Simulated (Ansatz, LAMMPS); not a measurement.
# Glassy 64SiO2-18MgO-9Li2O-9K2O (mol %) (155 atoms) under strain

How stiff is glassy 64SiO2-18MgO-9Li2O-9K2O (mol %) (155 atoms), and how do its levels respond to strain?

Program: Ansatz 0.2.0. Level of theory: Kohn-Sham DFT, PBE, PAW (set soft_2), plane waves. Results are calculated unless marked as measured.

### Step 1. The starting structure

The cell holds 155 atoms: 35 Si, 10 Mg, 10 Li, 10 K and 90 O. Cell: a = 12.664 Å, b = 12.664 Å, c = 12.664 Å, α = 90.0°, β = 90.0°, γ = 90.0°. 155 atoms (35 Si, 10 Mg, 10 Li, 10 K, 90 O) placed at random at 2.4 g/cm³, melted at 4000 K for 10 ps at fixed volume with the Morse and Coulomb pair potential with partial charges (Pedone, Malavasi, Menziani, Cormack and Segre, J. Phys. Chem. B 110, 11780 (2006)). Quenched from 4000 K to 300 K at 50 K/ps and fixed volume, held 10 ps at zero pressure.

Limits known from the start: The quench rate of 50 K/ps is many orders above laboratory rates, so the cell is likely richer in defects and strain than a real sample. The starting topology of bonds comes from the classical model, and needn't be the one that DFT or experiment would give. Only the Γ point is sampled.

### Step 2. Single point at the start

The forces at the start show how far the geometry lies from a minimum of this functional.

File input.yaml:

```yaml
crystal:
  lattice:
    - [12.66431, 0.0, 0.0]
    - [0.0, 12.66431, 0.0]
    - [0.0, 0.0, 12.66431]
  atoms:
    - { symbol: Si, position: [0.6429, 0.8013, 0.7841] }
    - { symbol: Si, position: [0.5639, 0.20836, 0.29076] }
    - { symbol: Si, position: [0.05803, 0.79709, 0.15858] }
    - { symbol: Si, position: [0.87971, 0.27029, 0.45115] }
    - { symbol: Si, position: [0.00971, 0.83663, 0.39796] }
    - { symbol: Si, position: [0.61213, 0.05868, 0.48634] }
    - { symbol: Si, position: [0.05728, 0.98617, 0.98892] }
    - { symbol: Si, position: [0.49549, 0.13148, 0.86748] }
    - { symbol: Si, position: [0.2551, 0.28408, 0.06791] }
    - { symbol: Si, position: [0.36185, 0.34269, 0.28244] }
    - { symbol: Si, position: [0.48548, 0.79338, 0.24094] }
    - { symbol: Si, position: [0.8177, 0.47082, 0.3118] }
    - { symbol: Si, position: [0.07624, 0.26036, 0.61733] }
    - { symbol: Si, position: [0.90876, 0.93788, 0.80444] }
    - { symbol: Si, position: [0.33822, 0.65544, 0.59083] }
    - { symbol: Si, position: [0.26683, 0.04558, 0.09904] }
    - { symbol: Si, position: [0.7129, 0.65608, 0.60253] }
    - { symbol: Si, position: [0.37378, 0.33528, 0.8519] }
    - { symbol: Si, position: [0.14939, 0.60535, 0.86952] }
    - { symbol: Si, position: [0.64572, 0.19581, 0.06144] }
    - { symbol: Si, position: [0.80186, 0.49105, 0.86365] }
    - { symbol: Si, position: [0.52264, 0.72946, 0.46858] }
    - { symbol: Si, position: [0.71632, 0.43755, 0.09316] }
    - { symbol: Si, position: [0.2301, 0.44986, 0.68143] }
    - { symbol: Si, position: [0.57887, 0.45595, 0.62364] }
    - { symbol: Si, position: [0.70542, 0.2435, 0.62925] }
    - { symbol: Si, position: [0.84937, 0.75278, 0.0843] }
    - { symbol: Si, position: [0.40221, 0.94808, 0.5248] }
    - { symbol: Si, position: [0.88288, 0.27046, 0.78655] }
    - { symbol: Si, position: [0.03028, 0.32217, 0.16184] }
    - { symbol: Si, position: [0.87879, 0.17197, 0.02056] }
    - { symbol: Si, position: [0.44646, 0.93364, 0.99372] }
    [... 117 atom lines left out ...]
    - { symbol: O, position: [0.6687, 0.69707, 0.71525] }
    - { symbol: O, position: [0.51086, 0.61199, 0.90984] }
    - { symbol: O, position: [0.2679, 0.71266, 0.50332] }
    - { symbol: O, position: [0.8072, 0.46398, 0.99113] }
    - { symbol: O, position: [0.45487, 0.64914, 0.54259] }
    - { symbol: O, position: [0.79488, 0.2889, 0.54944] }
kpoints:
  mp_grid: { grid: [1, 1, 1] }
hamiltonian:
  xc: pbe
scf:
  occupations: { method: fixed }
output:
  forces: true
```

The run is started by

```console
> ansatz run input.yaml --threads 4 --pin off --max-ram 8192MiB --backend cpu --events-out ev --progress --plain --runs-dir out
```

Numbers of over 12 decimals in the logs are rounded to 6 here.

The program printed:

```text
Engine: ansatz 0.2.0, x86_64-unknown-linux-gnu
Pseudopotentials: kind: paw
Pseudopotential: Si, paw, valence charge 4, recommended cutoff 420 eV (normal), Si.paw.azcp
Pseudopotential: Mg, paw, valence charge 10, recommended cutoff 420 eV (normal), Mg.paw.azcp
Pseudopotential: Li, paw, valence charge 3, recommended cutoff 420 eV (normal), Li.paw.azcp
Pseudopotential: K, paw, valence charge 9, recommended cutoff 420 eV (normal), K.paw.azcp
Pseudopotential: O, paw, valence charge 6, recommended cutoff 420 eV (normal), O.paw.azcp
[... 5 lines on functional and potentials left out ...]
Crystal: 155 atoms, lattice volume = 2031.162 Å³
Basis set: ecut = 420 eV, 39607 PW (Γ), exchange–correlation on 180×180×180 points (8 copies of the dense FFT grid, shifted against one another)
Bands: 605, of which v1, the nominal top of the filled ones, is band 450 counted from 1 (449 counted from 0)
Symmetry: 1 space group operations
Space group: P1 (ITA 1), of the structure as read, at distance tolerance 1.3e-4 Å
k-points: 1
[... 11 lines on functional and potentials left out ...]
Initial density: superposition of atomic densities (neutral atoms: chi_scale 0, normalization atom), corrected by the library's trained network
Initial wavefunctions: pseudopotential atomic-orbital guess
Functional: x = pbe(κ = 0.804, μ = 0.219515), c = pbe(β = 0.066725)
SCF iter   1: F=—  HF=-110147.570203 eV  |F-HF|=—  |Δ(HF+E_count)|=         —  Δρ=2.06e-3  dr2=1.70e-1  ethr=1.77e-3  ⟨swp⟩=5.0  Hψ=2006  notcnv=0  defer=153
preconditioner: auto → Resta (q_TF=auto, 2.382 Å⁻¹)  ε∞=3.1  [insulator: Δε(μ)=3.050 eV  Ē_g=15.984 eV  n_scr=460 (ndim 8)  ℏωp=23.0 eV  f_vac=0.109  ε∞_Penn≈3.1]
SCF iter   2: F=—  HF=-110147.548175 eV  |F-HF|=—  |Δ(HF+E_count)|=   2.20e-2  Δρ=1.10e-3  dr2=4.56e-2  ethr=1.89e-5  ⟨swp⟩=2.0  Hψ=1045  notcnv=0  defer=153
SCF iter   3: F=—  HF=-110147.545644 eV  |F-HF|=—  |Δ(HF+E_count)|=   2.53e-3  Δρ=6.19e-4  dr2=1.18e-2  ethr=5.07e-6  ⟨swp⟩=3.0  Hψ=778  notcnv=0  defer=140
automatic band count: iteration 3 solves 592 bands in place of 605: the levels show a gap, and the empty bands left out lie too high to hold charge; the band table lists the bands solved (type scf.n_extra_bands for more)
SCF iter   4: F=—  HF=-110147.543735 eV  |F-HF|=—  |Δ(HF+E_count)|=   1.91e-3  Δρ=1.99e-4  dr2=9.85e-4  ethr=1.31e-6  ⟨swp⟩=3.0  Hψ=797  notcnv=0  defer=140
SCF iter   5: F=—  HF=-110147.543776 eV  |F-HF|=—  |Δ(HF+E_count)|=   4.05e-5  Δρ=1.15e-4  dr2=2.40e-4  ethr=1.09e-7  ⟨swp⟩=2.0  Hψ=906  notcnv=0  defer=140
SCF iter   6: F=—  HF=-110147.543826 eV  |F-HF|=—  |Δ(HF+E_count)|=   5.05e-5  Δρ=3.77e-5  dr2=2.76e-5  ethr=2.66e-8  ⟨swp⟩=2.0  Hψ=837  notcnv=0  defer=140
SCF iter   7: F=—  HF=-110147.544422 eV  |F-HF|=—  |Δ(HF+E_count)|=   5.95e-4  Δρ=1.37e-5  dr2=4.18e-6  ethr=3.07e-9  ⟨swp⟩=2.0  Hψ=1040  notcnv=0  defer=138
SCF iter   8: F=—  HF=-110147.544424 eV  |F-HF|=—  |Δ(HF+E_count)|=   2.86e-6  Δρ=8.13e-6  dr2=1.20e-6  ethr=4.64e-10  ⟨swp⟩=2.0  Hψ=783  notcnv=0  defer=139
SCF iter   9: F=—  HF=-110147.544425 eV  |F-HF|=—  |Δ(HF+E_count)|=   1.92e-7  Δρ=2.51e-6  dr2=1.33e-7  ethr=1.34e-10  ⟨swp⟩=2.0  Hψ=833  notcnv=0  defer=139
SCF iter  10: F=-110147.544425 eV  HF=-110147.544425 eV  |F-HF|=5.50e-9  |Δ(HF+E_count)|=   8.15e-8  Δρ=1.06e-6  dr2=2.30e-8  ethr=1.11e-11  ⟨swp⟩=4.0  Hψ=1711  notcnv=0
SCF 1 converged in 10 iterations: F = -110147.544425 eV  dr2 = 2.30e-8
  greatest PAW one-centre occupation: 1.000 electrons in one spin orbital (limit 2), on the Mg atom at site 42 (counted from 0), in its partial waves of l = 0
SCF converged after 10 iterations
Free energy (F): -110147.544425 eV
Harris-Foulkes:  -110147.544425 eV  (|F-HF|=5.50e-9)
Internal energy: -110147.544425 eV  (E = F + TS)
E sigma→0 (E₀):  -110147.544425 eV
Fermi energy:    4.745108 eV
--- Per-component energies (eV) ---
  E_band       = -7588.359759
  E_kinetic    = 21206.594941
  E_local      = -70526.732731  (includes V_loc(G=0)·N_el)
  E_nonlocal   = 5931.738905
  E_hartree    = 26153.470949
  E_xc         = -10429.847732
  E_vxc        = -12414.829982  (∫ρ·V_xc dr)
  E_paw        = -43210.919400  (= ΣΔE_a)
  E_vpaw       = -4092.299034  (= ΣTr[D̂ρ^β])
  E_aug_tail   = 0.229800  (compensation charges beyond the density's cutoff)
  E_ewald      = -39272.079157
  E_smearing   = -0.000000  (= −TS)
  E_closure    = 0.000000  (closes the sum)
  Σ components = -110147.544425   (vs F -110147.544425, Δ=0.00e0)
--- Forces (eV/Å), atoms counted from 1 ---
  atom   1  Si     0.91630623     0.55430095    -0.27624932
  atom   2  Si     1.43111711     2.80431820    -0.06418422
  atom   3  Si    -1.22351339     1.27975037    -0.49959150
  atom   4  Si    -1.44438176    -2.05046100     0.12023223
  atom   5  Si     0.67640968    -3.07872957    -2.27753901
  atom   6  Si    -3.91386568     3.34207925     0.98586560
  atom   7  Si    -2.92898485    -0.34086661     1.00181716
  atom   8  Si     3.30118300    -1.01681555     0.99020842
  atom   9  Si    -0.40739858     2.06954645    -0.68905349
  atom  10  Si     1.18175033    -1.40747785     0.04680802
  atom  11  Si    -0.12741876    -1.21752824     1.43256380
  atom  12  Si     1.70252706     0.31439279     4.44158375
  atom  13  Si    -2.13736141     0.33242215     0.39865242
  atom  14  Si    -0.43700502     1.19498368     2.85673544
[...]
atom 154  O      1.36168836    -1.58194113    -0.83249222
  atom 155  O     -0.20842181     1.09533386     0.22797817
  max |Σ_I F_I| component: 9.26e-5 eV/Å
```

Wall time 11 s (4 threads of AMD EPYC 9R45, shared host); peak memory 3.1 GiB; 43 s of CPU time.

The r.m.s. force at the start is 1.4 eV/Å.

### Step 3. Cell and atoms relaxed

Cell and atoms are freed together, to release stress as well as forces.

File input.yaml:

```yaml
crystal:
  lattice:
    - [12.66431, 0.0, 0.0]
    - [0.0, 12.66431, 0.0]
    - [0.0, 0.0, 12.66431]
  atoms:
    [... the 155 atom lines of step 2 ...]
kpoints:
  mp_grid: { grid: [1, 1, 1] }
hamiltonian:
  xc: pbe
scf:
  occupations: { method: fixed }
output:
  forces: true
relax:
  f_tol: 0.05
  max_steps: 150
  cell: {}
```

The program printed:

```text
[...]
Crystal: 155 atoms, lattice volume = 2031.162 Å³
Basis set: ecut = 420 eV, 39607 PW (Γ), exchange–correlation on 180×180×180 points (8 copies of the dense FFT grid, shifted against one another)
Bands: 605, of which v1, the nominal top of the filled ones, is band 450 counted from 1 (449 counted from 0)
Symmetry: 1 space group operations
[...]
k-points: 1
[...]
SCF iter   1: F=—  HF=-110147.570205 eV  |F-HF|=—  |Δ(HF+E_count)|=         —  Δρ=2.06e-3  dr2=1.70e-1  ethr=1.77e-3  ⟨swp⟩=5.0  Hψ=2006  notcnv=0  defer=153
[...]
SCF iter   5: F=—  HF=-110147.543777 eV  |F-HF|=—  |Δ(HF+E_count)|=   4.62e-5  Δρ=1.15e-4  dr2=2.40e-4  ethr=1.09e-7  ⟨swp⟩=2.0  Hψ=906  notcnv=0  defer=140
[...]
SCF iter   9: F=—  HF=-110147.544425 eV  |F-HF|=—  |Δ(HF+E_count)|=   1.92e-7  Δρ=2.51e-6  dr2=1.33e-7  ethr=1.34e-10  ⟨swp⟩=2.0  Hψ=833  notcnv=0  defer=139
SCF iter  10: F=-110147.544425 eV  HF=-110147.544425 eV  |F-HF|=5.56e-9  |Δ(HF+E_count)|=   8.15e-8  Δρ=1.06e-6  dr2=2.29e-8  ethr=1.11e-11  ⟨swp⟩=4.0  Hψ=1711  notcnv=0
SCF 1 converged in 10 iterations: F = -110147.544425 eV  dr2 = 2.29e-8
[...]
relax step   1: F+E_penalty+E_count = -110147.54442466 eV  Δ(F+E_penalty+E_count) = +0.000e0 eV  max|allowed force component| = 5.538e0 eV/Å  Δτ_max = 0.0000 Å  P = +5.219 GPa  Ω = 2031.162 Å³  (10 SCF iters, dr2 threshold 1.00e-7 eV, accepted)
[... from here on, the SCF cycles and remarks between the steps are left out ...]
relax step   2: F+E_penalty+E_count = -110155.43073603 eV  Δ(F+E_penalty+E_count) = -7.886e0 eV  max|allowed force component| = 3.036e0 eV/Å  Δτ_max = 0.1950 Å  P = +2.685 GPa  Ω = 2041.774 Å³  energy of the carried Pulay correction = -3.451e-2 eV  (7 SCF iters, dr2 threshold 1.55e-5 eV, accepted)
relax step   3: F+E_penalty+E_count = -110160.37194088 eV  Δ(F+E_penalty+E_count) = -4.941e0 eV  max|allowed force component| = 9.659e-1 eV/Å  Δτ_max = 0.1949 Å  P = -0.083 GPa  Ω = 2057.154 Å³  energy of the carried Pulay correction = -8.420e-2 eV  (8 SCF iters, dr2 threshold 1.55e-5 eV, accepted)
relax step   4: F+E_penalty+E_count = -110161.21234167 eV  Δ(F+E_penalty+E_count) = -8.404e-1 eV  max|allowed force component| = 7.248e-1 eV/Å  Δτ_max = 0.1949 Å  P = -0.248 GPa  Ω = 2063.761 Å³  energy of the carried Pulay correction = -1.054e-1 eV  (7 SCF iters, dr2 threshold 1.55e-5 eV, accepted)
relax step   5: F+E_penalty+E_count = -110161.71303330 eV  Δ(F+E_penalty+E_count) = -5.007e-1 eV  max|allowed force component| = 4.127e-1 eV/Å  Δτ_max = 0.1948 Å  P = -0.267 GPa  Ω = 2070.246 Å³  energy of the carried Pulay correction = -1.262e-1 eV  (7 SCF iters, dr2 threshold 1.55e-5 eV, accepted)
relax step   6: F+E_penalty+E_count = -110162.00425530 eV  Δ(F+E_penalty+E_count) = -2.912e-1 eV  max|allowed force component| = 3.739e-1 eV/Å  Δτ_max = 0.2000 Å  P = -0.077 GPa  Ω = 2073.810 Å³  energy of the carried Pulay correction = -1.376e-1 eV  (7 SCF iters, dr2 threshold 1.06e-5 eV, accepted)
relax step   7: F+E_penalty+E_count = -110162.15318227 eV  Δ(F+E_penalty+E_count) = -1.489e-1 eV  max|allowed force component| = 3.275e-1 eV/Å  Δτ_max = 0.1059 Å  P = +0.024 GPa  Ω = 2074.971 Å³  energy of the carried Pulay correction = -1.413e-1 eV  (7 SCF iters, dr2 threshold 8.74e-6 eV, accepted)
relax step   8: F+E_penalty+E_count = -110162.24102836 eV  Δ(F+E_penalty+E_count) = -8.785e-2 eV  max|allowed force component| = 2.940e-1 eV/Å  Δτ_max = 0.1135 Å  P = +0.046 GPa  Ω = 2075.541 Å³  energy of the carried Pulay correction = -1.431e-1 eV  (7 SCF iters, dr2 threshold 6.70e-6 eV, accepted)
relax step   9: F+E_penalty+E_count = -110162.30067295 eV  Δ(F+E_penalty+E_count) = -5.964e-2 eV  max|allowed force component| = 2.259e-1 eV/Å  Δτ_max = 0.1357 Å  P = -0.016 GPa  Ω = 2076.222 Å³  energy of the carried Pulay correction = -1.453e-1 eV  (7 SCF iters, dr2 threshold 5.40e-6 eV, accepted)
relax step  10: F+E_penalty+E_count = -110162.33714907 eV  Δ(F+E_penalty+E_count) = -3.648e-2 eV  max|allowed force component| = 2.214e-1 eV/Å  Δτ_max = 0.0849 Å  P = -0.013 GPa  Ω = 2075.741 Å³  energy of the carried Pulay correction = -1.438e-1 eV  (7 SCF iters, dr2 threshold 3.19e-6 eV, accepted)
relax step  11: F+E_penalty+E_count = -110162.30113388 eV  Δ(F+E_penalty+E_count) = +3.602e-2 eV  max|allowed force component| = 3.331e-1 eV/Å  Δτ_max = 0.2000 Å  P = -0.099 GPa  Ω = 2083.663 Å³  energy of the carried Pulay correction = -1.690e-1 eV  (8 SCF iters, dr2 threshold 3.06e-6 eV, rejected (line search))
relax step  12: F+E_penalty+E_count = -110162.39570569 eV  Δ(F+E_penalty+E_count) = -5.856e-2 eV  max|allowed force component| = 1.425e-1 eV/Å  Δτ_max = 0.0976 Å  P = +0.015 GPa  Ω = 2078.438 Å³  energy of the carried Pulay correction = -1.524e-1 eV  (12 SCF iters, accepted)
[...]
relax step  16: F+E_penalty+E_count = -110162.44278287 eV  Δ(F+E_penalty+E_count) = -1.227e-2 eV  max|allowed force component| = 9.706e-2 eV/Å  Δτ_max = 0.0738 Å  P = +0.038 GPa  Ω = 2082.309 Å³  energy of the carried Pulay correction = -1.647e-1 eV  (7 SCF iters, dr2 threshold 9.14e-7 eV, accepted)
relax step  17: F+E_penalty+E_count = -110162.45399081 eV  Δ(F+E_penalty+E_count) = -1.121e-2 eV  max|allowed force component| = 8.790e-2 eV/Å  Δτ_max = 0.0409 Å  P = +0.026 GPa  Ω = 2082.904 Å³  energy of the carried Pulay correction = -1.666e-1 eV  (7 SCF iters, dr2 threshold 5.89e-7 eV, accepted)
relax step  18: F+E_penalty+E_count = -110162.46036925 eV  Δ(F+E_penalty+E_count) = -6.378e-3 eV  max|allowed force component| = 6.910e-2 eV/Å  Δτ_max = 0.0451 Å  P = -0.043 GPa  Ω = 2084.176 Å³  energy of the carried Pulay correction = -1.706e-1 eV  (7 SCF iters, dr2 threshold 4.83e-7 eV, accepted)
relax step  19: F+E_penalty+E_count = -110162.46820745 eV  Δ(F+E_penalty+E_count) = -7.838e-3 eV  max|allowed force component| = 6.430e-2 eV/Å  Δτ_max = 0.0319 Å  P = -0.034 GPa  Ω = 2083.951 Å³  energy of the carried Pulay correction = -1.699e-1 eV  (7 SCF iters, dr2 threshold 2.98e-7 eV, accepted)
relax step  20: F+E_penalty+E_count = -110162.47594793 eV  Δ(F+E_penalty+E_count) = -7.740e-3 eV  max|allowed force component| = 8.401e-2 eV/Å  Δτ_max = 0.0489 Å  P = -0.013 GPa  Ω = 2083.764 Å³  energy of the carried Pulay correction = -1.693e-1 eV  (7 SCF iters, dr2 threshold 2.58e-7 eV, accepted)
relax step  21: F+E_penalty+E_count = -110162.48545813 eV  Δ(F+E_penalty+E_count) = -9.510e-3 eV  max|allowed force component| = 7.994e-2 eV/Å  Δτ_max = 0.0424 Å  P = +0.014 GPa  Ω = 2083.178 Å³  energy of the carried Pulay correction = -1.674e-1 eV  (7 SCF iters, dr2 threshold 4.41e-7 eV, accepted)
relax step  22: F+E_penalty+E_count = -110162.49603607 eV  Δ(F+E_penalty+E_count) = -1.058e-2 eV  max|allowed force component| = 8.297e-2 eV/Å  Δτ_max = 0.0654 Å  P = +0.019 GPa  Ω = 2082.570 Å³  energy of the carried Pulay correction = -1.655e-1 eV  (7 SCF iters, dr2 threshold 3.99e-7 eV, accepted)
relax step  23: F+E_penalty+E_count = -110162.50467091 eV  Δ(F+E_penalty+E_count) = -8.635e-3 eV  max|allowed force component| = 6.968e-2 eV/Å  Δτ_max = 0.0663 Å  P = +0.009 GPa  Ω = 2082.347 Å³  energy of the carried Pulay correction = -1.648e-1 eV  (7 SCF iters, dr2 threshold 4.30e-7 eV, accepted)
relax step  24: F+E_penalty+E_count = -110162.51074347 eV  Δ(F+E_penalty+E_count) = -6.073e-3 eV  max|allowed force component| = 4.506e-2 eV/Å  Δτ_max = 0.0583 Å  P = +0.002 GPa  Ω = 2082.466 Å³  energy of the carried Pulay correction = -1.652e-1 eV  (7 SCF iters, dr2 threshold 3.03e-7 eV, accepted)
relax step  25: F+E_penalty+E_count = -110162.76333818 eV  Δ(F+E_penalty+E_count) = -2.526e-1 eV  max|allowed force component| = 4.449e-2 eV/Å  Δτ_max = 0.0000 Å  P = +0.201 GPa  Ω = 2082.466 Å³  stress off target by 3.33e-1 GPa  SCF on the basis re-selected at this cell (its energy is not comparable with the rows above)  (7 SCF iters)
relax step  26: F+E_penalty+E_count = -110162.74247413 eV  Δ(F+E_penalty+E_count) = +2.086e-2 eV  max|allowed force component| = 5.014e-2 eV/Å  Δτ_max = 0.0241 Å  P = -0.137 GPa  Ω = 2092.469 Å³  energy of the carried Pulay correction = -3.136e-2 eV  (8 SCF iters, dr2 threshold 2.77e-7 eV, accepted)
relax step  27: F+E_penalty+E_count = -110162.75306681 eV  Δ(F+E_penalty+E_count) = -1.059e-2 eV  max|allowed force component| = 3.206e-2 eV/Å  Δτ_max = 0.0126 Å  P = -0.048 GPa  Ω = 2090.644 Å³  energy of the carried Pulay correction = -2.544e-2 eV  (7 SCF iters, dr2 threshold 1.57e-7 eV, accepted)
relax step  28: F+E_penalty+E_count = -110162.70955336 eV  Δ(F+E_penalty+E_count) = +4.351e-2 eV  max|allowed force component| = 1.459e-1 eV/Å  Δτ_max = 0.1672 Å  P = -0.031 GPa  Ω = 2094.061 Å³  energy of the carried Pulay correction = -3.665e-2 eV  (10 SCF iters, dr2 threshold 1.16e-8 eV, rejected (line search))
relax step  29: F+E_penalty+E_count = -110162.75676140 eV  Δ(F+E_penalty+E_count) = -3.695e-3 eV  max|allowed force component| = 2.940e-2 eV/Å  Δτ_max = 0.0590 Å  P = +0.025 GPa  Ω = 2090.862 Å³  energy of the carried Pulay correction = -2.618e-2 eV  (12 SCF iters, accepted)
relax step  30: F+E_penalty+E_count = -110162.78031014 eV  Δ(F+E_penalty+E_count) = -2.355e-2 eV  max|allowed force component| = 2.933e-2 eV/Å  Δτ_max = 0.0000 Å  P = +0.033 GPa  Ω = 2090.862 Å³  stress off target by 4.56e-2 GPa  SCF on the basis re-selected at this cell (its energy is not comparable with the rows above)  (5 SCF iters)
[...]
SCF converged after 5 iterations
Free energy (F): -110162.780310 eV
[...]
Internal energy: -110162.780310 eV  (E = F + TS)
E sigma→0 (E₀):  -110162.780310 eV
Fermi energy:    3.686057 eV
[...]
Σ components = -110162.780310   (vs F -110162.780310, Δ=0.00e0)
--- Forces (eV/Å), atoms counted from 1 ---
  atom   1  Si     0.00363640    -0.00040147     0.00182648
  atom   2  Si    -0.00043343     0.00436948     0.00563984
  atom   3  Si     0.00813772     0.00286802     0.02933325
  atom   4  Si     0.01097630     0.00635270     0.00059895
[...]
atom 155  O     -0.00086085     0.00655856     0.00473336
  max |Σ_I F_I| component: 2.76e-5 eV/Å
--- Stress (GPa, compression-positive) ---
        0.009679       0.001033       0.004880
        0.001031       0.044094       0.000977
        0.004880       0.000976       0.044166
  P = ⅓ Tr σ = 0.0326 GPa (0.326 kbar)
--- Relaxed structure (28 steps of the walk, 26 accepted, 2 SCFs on fresh bases) ---
  F+E_penalty+E_count = -110162.78031014 eV   max|allowed force component| = 2.933e-2 eV/Å   (the final SCF, on the basis selected at the relaxed cell)
  cell:  # Å, volume = 2090.8620 Å³
    - [12.458955, -0.011877, 0.00320795]
    - [-0.011877, 12.962373, -0.054098]
    - [0.00320795, -0.054098, 12.946942]
  atoms:
    - { symbol: Si, position: [0.624911, 0.803265, 0.785134] }
    - { symbol: Si, position: [0.579454, 0.203101, 0.291170] }
    - { symbol: Si, position: [0.060073, 0.818280, 0.171297] }
    - { symbol: Si, position: [0.886143, 0.264635, 0.447564] }
[...]
- { symbol: O, position: [0.800324, 0.298503, 0.540320] }
```

Wall time 4.5 min (4 threads); peak memory 3.2 GiB.

The relaxation converged after 28 steps, with a largest force component of 0.029 eV/Å.

[end of part 1 of 3]

[Logs are printed without paths, hosts, clocks, repeated set-up lines and the standing remarks that a program may print on its own settings, such as how far it seeks lower states.]

[Hosts, paths, dates, database ids (printed as entryN), source tags and the programs' standing remarks are cut or masked in the printed files.]
